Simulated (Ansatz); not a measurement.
# Cl on Re(0001): change of the work function, part 2 of 5

Wanted: Δφ(θ) for Cl/Re(0001), starting from the hcp site.

Ansatz 0.2.0; plane-wave DFT, PBE, Ansatz PAW.

So far, work function, upper face (eV): step 2 (the clean slab) 4.98.

**3. The covered slab, k-mesh 6×6×1, coverage 0.25 ML**

System of this step: Cl/Re(0001). The cell holds 17 atoms: 16 Re and 1 Cl. Its edges and angles: a = 5.520 Å, b = 5.520 Å, c = 26.793 Å, α = 90.0°, β = 90.0°, γ = 60.0°. Vacuum lies along c.

The clean slab as it ended is repeated in the plane and the adsorbate is set on one face; the cell's size fixes the coverage, and the k-mesh shrinks with it to keep the sampling density about even. Adsorbate and upper layers relax, since the dipole depends on the height.

File input.yaml:

```yaml
crystal:
  lattice:
    - [5.5199999999, 0.0, 0.0]
    - [2.76, 4.7804602288, 0.0]
    - [0.0, 0.0, 26.7925614676]
  atoms:
    - { symbol: Re, position: [0.3333333333, 0.3333333333, 0.3359141309] }
    - { symbol: Re, position: [0.0, 0.0, 0.4190976669] }
    - { symbol: Re, position: [0.3333333333, 0.3333333333, 0.5058443721] }
    - { symbol: Re, position: [0.0, 0.0, 0.5847537798] }
    - { symbol: Re, position: [0.3333333333, 0.8333333333, 0.3359141309] }
    - { symbol: Re, position: [0.0, 0.5, 0.4190976669] }
    - { symbol: Re, position: [0.3333333333, 0.8333333333, 0.5058443721] }
    - { symbol: Re, position: [0.0, 0.5, 0.5847537798] }
    - { symbol: Re, position: [0.8333333333, 0.3333333333, 0.3359141309] }
    - { symbol: Re, position: [0.5, 0.0, 0.4190976669] }
    - { symbol: Re, position: [0.8333333333, 0.3333333333, 0.5058443721] }
    - { symbol: Re, position: [0.5, 0.0, 0.5847537798] }
    - { symbol: Re, position: [0.8333333333, 0.8333333333, 0.3359141309] }
    - { symbol: Re, position: [0.5, 0.5, 0.4190976669] }
    - { symbol: Re, position: [0.8333333333, 0.8333333333, 0.5058443721] }
    - { symbol: Re, position: [0.5, 0.5, 0.5847537798] }
    - { symbol: Cl, position: [0.3333333333, 0.3333333333, 0.6640858691] }
kpoints:
  mp_grid: { grid: [6, 6, 1] }
hamiltonian:
  xc: pbe
scf:
  occupations: { method: fermi_dirac, width: 0.1 }
  convergence: { dr2_threshold: 1.0e-08 }
efield:
  axis: 3
  dipole_correction: true
  ramp_position: 0.97
  ramp_width: 0.06
relax:
  f_tol: 0.02
  max_steps: 60
  constraints: [{ sites: [0, 1, 4, 5, 8, 9, 12, 13] }]
output:
  bader: true
  dos: { projected: true, e_range: [-8, 4] }
  write_potential: true
  write_density: true
  volumetric_format: npy
  elf: true
```

Run with:

```sh
> ansatz run input.yaml --threads 4 --pin off --max-ram 6144MiB --backend cpu --events-out ev --progress --plain --runs-dir out
```

Output:

```text
[...]
Crystal: 17 atoms, lattice volume = 707.006 Å³
Basis set: ecut = 420 eV, 13823 PW (Γ), exchange–correlation on 80×80×360 points (8 copies of the dense FFT grid, shifted against one another)
Bands: 149, of which v1, the nominal top of the filled ones, is band 124 counted from 1 (123 counted from 0)
Symmetry: 6 space group operations
[...]
k-points: 7 of 36 (time reversal used)
[...]
SCF iter   1: F=—  HF=-174962.329120 eV  |F-HF|=—  |Δ(HF+E_count)|=         —  Δρ=7.88e-3  dr2=7.05e0  ethr=1.77e-3  p=0.102 e·Å  D=2.61e-2 V/Å  ΔV_dip=-0.70 eV  dr2_dipole=3.02e0  V_vac-E_F(+/−)=4.52/5.22 eV  ⟨swp⟩=9.0  Hψ=5075  notcnv=0
[...]
SCF iter  10: F=-174962.189711 eV  HF=-174962.189711 eV  |F-HF|=1.05e-8  |Δ(HF+E_count)|=   2.00e-8  Δρ=3.97e-7  dr2=8.21e-10  ethr=4.05e-12  p=0.016 e·Å  D=4.14e-3 V/Å  ΔV_dip=-0.11 eV  dr2_dipole=6.94e-12  V_vac-E_F(+/−)=4.99/5.10 eV  ⟨swp⟩=13.3  Hψ=7439  notcnv=0
SCF 1 converged in 10 iterations: F = -174962.189711 eV  dr2 = 8.21e-10
[...]
relax step   1: F+E_penalty+E_count = -174962.18971130 eV  Δ(F+E_penalty+E_count) = +0.000e0 eV  max|allowed force component| = 7.320e-1 eV/Å  Δτ_max = 0.0000 Å  (10 SCF iters, accepted)
[...]
SCF iter  10: F=-174962.286868 eV  HF=-174962.286868 eV  |F-HF|=1.74e-8  |Δ(HF+E_count)|=   2.20e-8  Δρ=3.99e-7  dr2=1.09e-9  ethr=4.05e-12  p=0.072 e·Å  D=1.85e-2 V/Å  ΔV_dip=-0.50 eV  dr2_dipole=2.71e-11  V_vac-E_F(+/−)=4.62/5.12 eV  ⟨swp⟩=13.6  Hψ=7396  notcnv=0
SCF 2 converged in 10 iterations: F = -174962.286868 eV  dr2 = 1.09e-9
relax step   2: F+E_penalty+E_count = -174962.28686794 eV  Δ(F+E_penalty+E_count) = -9.716e-2 eV  max|allowed force component| = 7.017e-1 eV/Å  Δτ_max = 0.1318 Å  (10 SCF iters, accepted)
SCF iter   1: F=—  HF=-174962.327871 eV  |F-HF|=—  |Δ(HF+E_count)|=         —  Δρ=2.53e-3  dr2=1.20e-1  ethr=1.48e-3  p=0.072 e·Å  D=1.85e-2 V/Å  ΔV_dip=-0.50 eV  dr2_dipole=4.38e-2  V_vac-E_F(+/−)=4.61/5.11 eV  ⟨swp⟩=4.0  Hψ=2002  notcnv=0  defer=11
[...]
SCF iter   9: F=-174962.313835 eV  HF=-174962.313835 eV  |F-HF|=1.03e-8  |Δ(HF+E_count)|=   1.22e-8  Δρ=7.79e-7  dr2=9.83e-9  ethr=4.05e-12  p=0.100 e·Å  D=2.56e-2 V/Å  ΔV_dip=-0.69 eV  dr2_dipole=6.05e-10  V_vac-E_F(+/−)=4.44/5.12 eV  ⟨swp⟩=12.3  Hψ=8187  notcnv=0
SCF 3 converged in 9 iterations: F = -174962.313835 eV  dr2 = 9.83e-9
relax step   3: F+E_penalty+E_count = -174962.31383501 eV  Δ(F+E_penalty+E_count) = -2.697e-2 eV  max|allowed force component| = 3.032e-1 eV/Å  Δτ_max = 0.1041 Å  (9 SCF iters, accepted)
SCF iter   1: F=—  HF=-174962.320930 eV  |F-HF|=—  |Δ(HF+E_count)|=         —  Δρ=6.52e-4  dr2=6.38e-3  ethr=3.63e-5  p=0.100 e·Å  D=2.56e-2 V/Å  ΔV_dip=-0.69 eV  dr2_dipole=5.84e-4  V_vac-E_F(+/−)=4.44/5.13 eV  ⟨swp⟩=2.3  Hψ=1844  notcnv=0  defer=5
[...]
SCF iter   8: F=-174962.320154 eV  HF=-174962.320154 eV  |F-HF|=7.45e-9  |Δ(HF+E_count)|=   4.12e-8  Δρ=3.70e-7  dr2=1.11e-9  ethr=4.05e-12  p=0.093 e·Å  D=2.37e-2 V/Å  ΔV_dip=-0.63 eV  dr2_dipole=7.48e-12  V_vac-E_F(+/−)=4.49/5.12 eV  ⟨swp⟩=12.3  Hψ=7605  notcnv=0
SCF 4 converged in 8 iterations: F = -174962.320154 eV  dr2 = 1.11e-9
relax step   4: F+E_penalty+E_count = -174962.32015404 eV  Δ(F+E_penalty+E_count) = -6.319e-3 eV  max|allowed force component| = 1.582e-2 eV/Å  Δτ_max = 0.0305 Å  (8 SCF iters, accepted)
NSCF: frozen V_eff on 7 k-points
[...]
WARN: The output density's exchange-correlation potential varies sharply where the density is thin. Do not read a vacuum level from v_tot or v_xc, or from such a field of the output density. On a cell that repeats whose density bears no net charge and no dipole along the vacuum's axis use v_es (v_loc + v_h of the components); under efield.dipole_correction with no amplitude use v_es + v_field, which holds any externa [...]
SCF converged after 8 iterations
Free energy (F): -174962.320154 eV
[...]
Internal energy: -174961.944647 eV  (E = F + TS)
E sigma→0 (E₀):  -174962.132401 eV
Entropy (-TS):   -0.375507 eV (-22.089 meV/atom)
Fermi energy:    5.181218 eV
Dipole field:    D = 0.023691 V/Å  (p = 0.092566 e·Å, saw-weighted, corrected)
Work function:   Φ+ = 4.4868 eV   Φ− = 5.1216 eV
[...]
--- Forces (eV/Å), atoms counted from 1 ---
  atom   1  Re     0.00000000    -0.00000000     1.23110237
  atom   2  Re    -0.00000000     0.00000000    -1.26821727
  atom   3  Re     0.00000000     0.00000000     0.00088413
  atom   4  Re    -0.00000000    -0.00000000     0.00658768
  atom   5  Re     0.01124909    -0.00649467     1.24666709
  atom   6  Re     0.05128461    -0.02960918    -1.24545419
  atom   7  Re     0.00733184    -0.00423304     0.01387574
  atom   8  Re    -0.01292700     0.00746341    -0.01047678
  atom   9  Re     0.00000000     0.01298933     1.24666709
  atom  10  Re     0.00000000     0.05921837    -1.24545419
  atom  11  Re     0.00000000     0.00846607     0.01387574
  atom  12  Re    -0.00000000    -0.01492681    -0.01047678
  atom  13  Re    -0.01124909    -0.00649467     1.24666709
  atom  14  Re    -0.05128461    -0.02960918    -1.24545419
  atom  15  Re    -0.00733184    -0.00423304     0.01387574
  atom  16  Re     0.01292700     0.00746341    -0.01047678
  atom  17  Cl    -0.00000000    -0.00000000     0.01581826
  max |Σ_I F_I| component: 1.08e-5 eV/Å
--- Band table (eV; the first three rows and the last of 7) ---
  k-point 0: bands = [... 120 lower, 5.8132, 5.8367, 5.8367, 6.0233, 6.0233, 6.6439, 6.9660, 6.9660, ... 21 higher]
  k-point 1: bands = [... 120 lower, 5.2129, 5.4166, 5.4606, 5.8963, 5.9054, 6.0279, 6.1895, 6.2091, ... 21 higher]
  k-point 2: bands = [... 120 lower, 4.7515, 4.7572, 4.8121, 4.8432, 4.9856, 5.0590, 5.7965, 5.8334, ... 21 higher]
  k-point 6: bands = [... 120 lower, 4.8568, 4.8910, 5.0197, 5.1322, 5.4227, 5.4322, 5.6333, 5.9138, ... 21 higher]
--- Relaxed structure (4 steps of the walk, 4 accepted, 0 SCFs on fresh bases) ---
  F+E_penalty+E_count = -174962.32015404 eV   max|allowed force component| = 1.582e-2 eV/Å
  atoms:
    - { symbol: Re, position: [0.333333, 0.333333, 0.3359141309] }
    - { symbol: Re, position: [1.632681e-17, 1.632681e-17, 0.419098] }
    - { symbol: Re, position: [0.333333, 0.333333, 0.506743] }
    - { symbol: Re, position: [1.605579e-17, 1.646232e-17, 0.583447] }
    - { symbol: Re, position: [0.333333, 0.833333, 0.3359141309] }
    - { symbol: Re, position: [0.0, 0.5, 0.419098] }
    - { symbol: Re, position: [0.333510, 0.833245, 0.505617] }
    - { symbol: Re, position: [-0.010114, 0.505057, 0.585403] }
    - { symbol: Re, position: [0.833333, 0.333333, 0.3359141309] }
    - { symbol: Re, position: [0.5, 1.632681e-17, 0.419098] }
    - { symbol: Re, position: [0.833245, 0.333510, 0.505617] }
    - { symbol: Re, position: [0.505057, -0.010114, 0.585403] }
    - { symbol: Re, position: [0.833333, 0.833333, 0.3359141309] }
    - { symbol: Re, position: [0.500000, 0.5, 0.419098] }
    - { symbol: Re, position: [0.833245, 0.833245, 0.505617] }
    - { symbol: Re, position: [0.505057, 0.505057, 0.585403] }
    - { symbol: Cl, position: [0.333333, 0.333333, 0.656416] }
--- Bader charges: 17 sites ---
  site symbol  charge [e]  shift [e]
     0     Re     -0.0687     0.0001
     1     Re      0.0539     0.0001
     2     Re      0.0898     0.0003
     3     Re     -0.0081     0.0002
     4     Re     -0.0694     0.0001
     5     Re      0.0578     0.0001
     6     Re      0.0784     0.0002
     7     Re      0.0853     0.0003
     8     Re     -0.0695     0.0001
     9     Re      0.0577     0.0001
    10     Re      0.0784     0.0002
    11     Re      0.0853     0.0003
    12     Re     -0.0694     0.0001
    13     Re      0.0577     0.0001
    14     Re      0.0784     0.0002
    15     Re      0.0853     0.0003
    16     Cl     -0.5230     0.0001
  estimated error of the sums over rays = 5.2e-4 e
```

Elapsed: 5.2 min, on 4 threads of AMD EPYC 7R43, shared host; peak memory 2.6 GiB.

This run has no spin polarisation although its electron count is odd.

Relaxation path:

```
step  energy less that of the first step (eV)  largest force component (eV/Å)
   1                                   0.0000                          0.7320
   2                                  -0.0972                          0.7017
   3                                  -0.1241                          0.3032
   4                                  -0.1304                          0.0158
```

Forces are held to the 6 operations that the program found; a distortion that breaks them can't arise in this run.

The atoms that moved most (Å):

| atom | dx | dy | dz | length |
| --- | --- | --- | --- | --- |
| Cl17 | 0.000 | 0.000 | -0.205 | 0.205 |
| Re16 | 0.042 | 0.024 | 0.017 | 0.051 |
| Re8 | -0.042 | 0.024 | 0.017 | 0.051 |
| Re12 | 0.000 | -0.048 | 0.017 | 0.051 |
| Re4 | 0.000 | 0.000 | -0.035 | 0.035 |
| Re3 | 0.000 | 0.000 | 0.024 | 0.024 |
| Re11 | 0.000 | 0.001 | -0.006 | 0.006 |
| Re7 | 0.001 | 0.000 | -0.006 | 0.006 |

Final coordinates:

```
Re Cl
1.0
     5.52000    0.00000    0.00000
     2.76000    4.78046    0.00000
     0.00000    0.00000   26.79256
Re Cl
16 1
Direct
  0.33333 0.33333 0.33591
  0.00000 0.00000 0.41910
  0.33333 0.33333 0.50674
  0.00000 0.00000 0.58345
  0.33333 0.83333 0.33591
  0.00000 0.50000 0.41910
  0.33351 0.83325 0.50562
  0.98989 0.50506 0.58540
  0.83333 0.33333 0.33591
  0.50000 0.00000 0.41910
  0.83325 0.33351 0.50562
  0.50506 0.98989 0.58540
  0.83333 0.83333 0.33591
  0.50000 0.50000 0.41910
  0.83325 0.83325 0.50562
  0.50506 0.50506 0.58540
  0.33333 0.33333 0.65642
```

Numbers from this step:

* energy at zero smearing: -174962.1324 eV
* work function, upper face: 4.487 eV
* work function, lower face: 5.122 eV
* dipole along the normal: 0.09257 e·Å
* step between the vacuum levels: -0.6348 eV

Running mean over 2.2287 Å of the planar mean; the ramp of the sawtooth is left out. Electron's electrostatic potential energy less the Fermi level against z:

```csv
z (Å),electron's electrostatic potential energy less the Fermi level (eV)
4,5.12
5,5.11
6,5.00
7,3.64
8,-6.10
9,-13.0
10,-13.3
11,-13.4
12,-12.5
13,-12.8
14,-14.1
15,-14.4
16,-12.9
17,-4.44
18,1.64
19,3.76
20,4.46
21,4.49
22,4.49
23,4.49
```

The density of states has structure finer than the step of the table below, so its rows give means over 0.25 eV. Peaks (eV: height): -5.470: 45.9, -3.190: 41.0, -1.410: 44.2, -1.260: 43.7, -0.630: 36.4, -0.300: 70.2, 0.660: 53.3.

The density of states by energy, zero at the Fermi level; means over each step:

energy (eV), density of states (states/eV a cell) and a bar:
```
    -7.75        2.0 
    -7.50        2.8 #
    -7.25        2.5 #
    -7.00        3.3 #
    -6.75        5.9 ####
    -6.50        4.9 ###
    -6.25       11.3 ##########
    -6.00       14.9 ##############
    -5.75       11.9 ###########
    -5.50       16.7 ################
    -5.25       14.6 ##############
    -5.00       16.3 ################
    -4.75       18.6 ##################
    -4.50       13.3 ############
    -4.25       15.8 ###############
    -4.00       16.8 ################
    -3.75       17.8 #################
    -3.50        7.6 ######
    -3.25       17.7 #################
    -3.00       15.3 ###############
    -2.75        6.7 #####
    -2.50       16.9 ################
    -2.25       21.0 #####################
    -2.00       22.0 ######################
    -1.75       17.3 #################
    -1.50       26.0 ###########################
    -1.25       29.2 ##############################
    -1.00       23.6 ########################
    -0.75       20.4 ####################
    -0.50       20.3 ####################
    -0.25       26.7 ###########################
     0.00        9.1 ########
     0.25       10.0 #########
     0.50        8.3 #######
     0.75       16.8 ################
     1.00       14.1 #############
     1.25       13.1 ############
     1.50       14.8 ##############
     1.75       16.4 ################
```

Projected DOS per atom over height of the atomic layer and energy from the Fermi level. Layers: Re4 Re4 Re4 Re4 Cl from below.

Ten even steps from '_' (0.07 states/eV) to '@' (2.57 states/eV), each cell a mean:
```
==--::--__
--::::--__
--::::--__
::::....__
----::::__
++======__
++--==++__
%%==++**__
++----++__
++======__
........__
--==----__
--==--::__
--------::
::------==
--====::--
::----..==
..::::::@@
__......**
______..++
________..
__________
```
Columns: height of the atomic layer (Å) from 9 to 17.6 (not evenly spaced); rows upwards: energy from the Fermi level (eV) from -7.96 to 1.95.

ELF in the ca plane at fractional y = 0.333, with atoms of Re and Cl within 0.2 Å of it. It is the smooth field of the valence electrons, not physical close to the nuclei.

Values, 8 rows by 16 columns, each cell a mean:
```
0.63 0.40 0.31 0.36 0.49 0.52 0.34 0.37 0.33 0.05 0.00 0.00 0.00 0.00 0.00 0.00
0.63 0.43 0.35 0.39 0.54 0.56 0.34 0.44 0.42 0.06 0.00 0.00 0.00 0.00 0.00 0.00
0.40 0.33 0.30 0.30 0.34 0.36 0.32 0.32 0.19 0.09 0.03 0.00 0.00 0.00 0.00 0.00
0.33 0.32 0.36 0.29 0.33 0.33 0.31 0.33 0.38 0.61 0.25 0.01 0.00 0.00 0.00 0.00
0.63 0.40 0.31 0.36 0.48 0.53 0.35 0.25 0.70 0.82 0.53 0.04 0.00 0.00 0.00 0.00
0.63 0.43 0.35 0.40 0.54 0.57 0.35 0.29 0.67 0.75 0.58 0.05 0.00 0.00 0.00 0.00
0.40 0.34 0.30 0.30 0.34 0.36 0.32 0.26 0.55 0.78 0.37 0.02 0.00 0.00 0.00 0.00
0.33 0.32 0.36 0.29 0.33 0.33 0.31 0.36 0.19 0.23 0.08 0.00 0.00 0.00 0.00 0.00
```
Columns run along c (16.0 Å, from fractional 0.32 to 0.92 of the cell), rows up along a (5.5 Å). Atoms in or near the plane, at fractional coordinates: Re at (0.34, 0.33), Re at (0.51, 0.33), Re at (0.34, 0.83), Re at (0.51, 0.83), Cl at (0.66, 0.33).

Valence density in the ca plane at fractional y = 0.333, with atoms of Re and Cl within 0.2 Å of it. It is the smooth field of the valence electrons, not physical close to the nuclei.

Ten steps, logarithmic in the rise over the least value, from '0' (0.0 e/Å³) to '9' (6.8 e/Å³), each cell a mean:
```
88754444443478864445442110000000000000000000
99974434334689985444432100000000000000000000
99974433334699985444332100000000000000000000
99864444434589975444432100000000000000000000
67644455543456654455542110000000000000000000
44433466643344444456643211100000000000000000
44433466643344444456643333210000000000000000
67644455543456654445544555431000000000000000
99864444433589985444335666642000000000000000
99974433334699996433335655652000000000000000
99974434334589985433335666642000000000000000
78754444443468864444434566531000000000000000
55443456543345544455543444320000000000000000
44433467643334443456653222100000000000000000
55444456543345544456643210000000000000000000
```
Columns run along c (16.0 Å, from fractional 0.32 to 0.92 of the cell), rows up along a (5.5 Å). Atoms in or near the plane, at fractional coordinates: Re at (0.34, 0.33), Re at (0.51, 0.33), Re at (0.34, 0.83), Re at (0.51, 0.83), Cl at (0.66, 0.33).

Electrostatic potential energy in the ca plane at fractional y = 0.333, with atoms of Re and Cl within 0.2 Å of it. With pseudopotentials it is smooth inside the atoms' cores, unlike the true potential.

Ten even steps from '0' (-60 eV) to '9' (10 eV), each cell a mean:
```
32378887889742258888889999999999999999999999
00048999998610027899999999999999999999999999
00048999998500016899999999999999999999999999
10258988898620137888899999999999999999999999
55689877789865578877789999999999999999999999
88899865689988889865579999999999999999999999
88899864689988889865578999999999999999999999
54689876789865578887788877899999999999999999
10158988899720037898888522589999999999999999
00048999998510016899997311389999999999999999
00048999998610016899998411489999999999999999
32478888889852258888888755799999999999999999
77789865689987789876688988999999999999999999
88999854579998899865578999999999999999999999
77889865689987789876679999999999999999999999
```
Columns run along c (16.0 Å, from fractional 0.32 to 0.92 of the cell; values clipped at the 3rd and 97th percentile), rows up along a (5.5 Å). Atoms in or near the plane, at fractional coordinates: Re at (0.34, 0.33), Re at (0.51, 0.33), Re at (0.34, 0.83), Re at (0.51, 0.83), Cl at (0.66, 0.33).

The relaxation took 4 steps and lowered the energy by 0.13 eV; the largest force on the free atoms ends at 0.016 eV/Å.

By hand: a sheet of dipoles makes a step −p/(ε₀A) in the electron's potential. With e/ε₀ = 180.95 V·Å, p = 0.09257 e·Å and A = 26.39 Å², that is −180.95 × (0.09257) / 26.39 = -0.635 eV, and the two vacuum levels of the run differ by -0.635 eV.

The covered face has 4.49 eV, -0.49 eV against the clean one; the bare back face has moved by -0.01 eV, a measure of how thin the slab is.

(Part 2 of 5 ends here.)

[Long decimals in the printed logs are rounded to 6 places.]

[Logs are printed without paths, hosts, clocks, repeated set-up lines and the standing remarks that a program may print on its own settings, such as how far it seeks lower states.]

[Hosts, paths, dates, database ids (printed as entryN), source tags and the programs' standing remarks are cut or masked in the printed files.]

[Maps of the electrostatic potential energy from Ansatz leave out the sawtooth potential of an applied field or a dipole correction, so their vacuum need not be flat; planar profiles and work functions include it.]

[The density of states shown here was stored with 400 of the rows of the run's finer table, so its peaks can read low, often by over a quarter, or be missed, and its means over a window can be off by a tenth or more.]
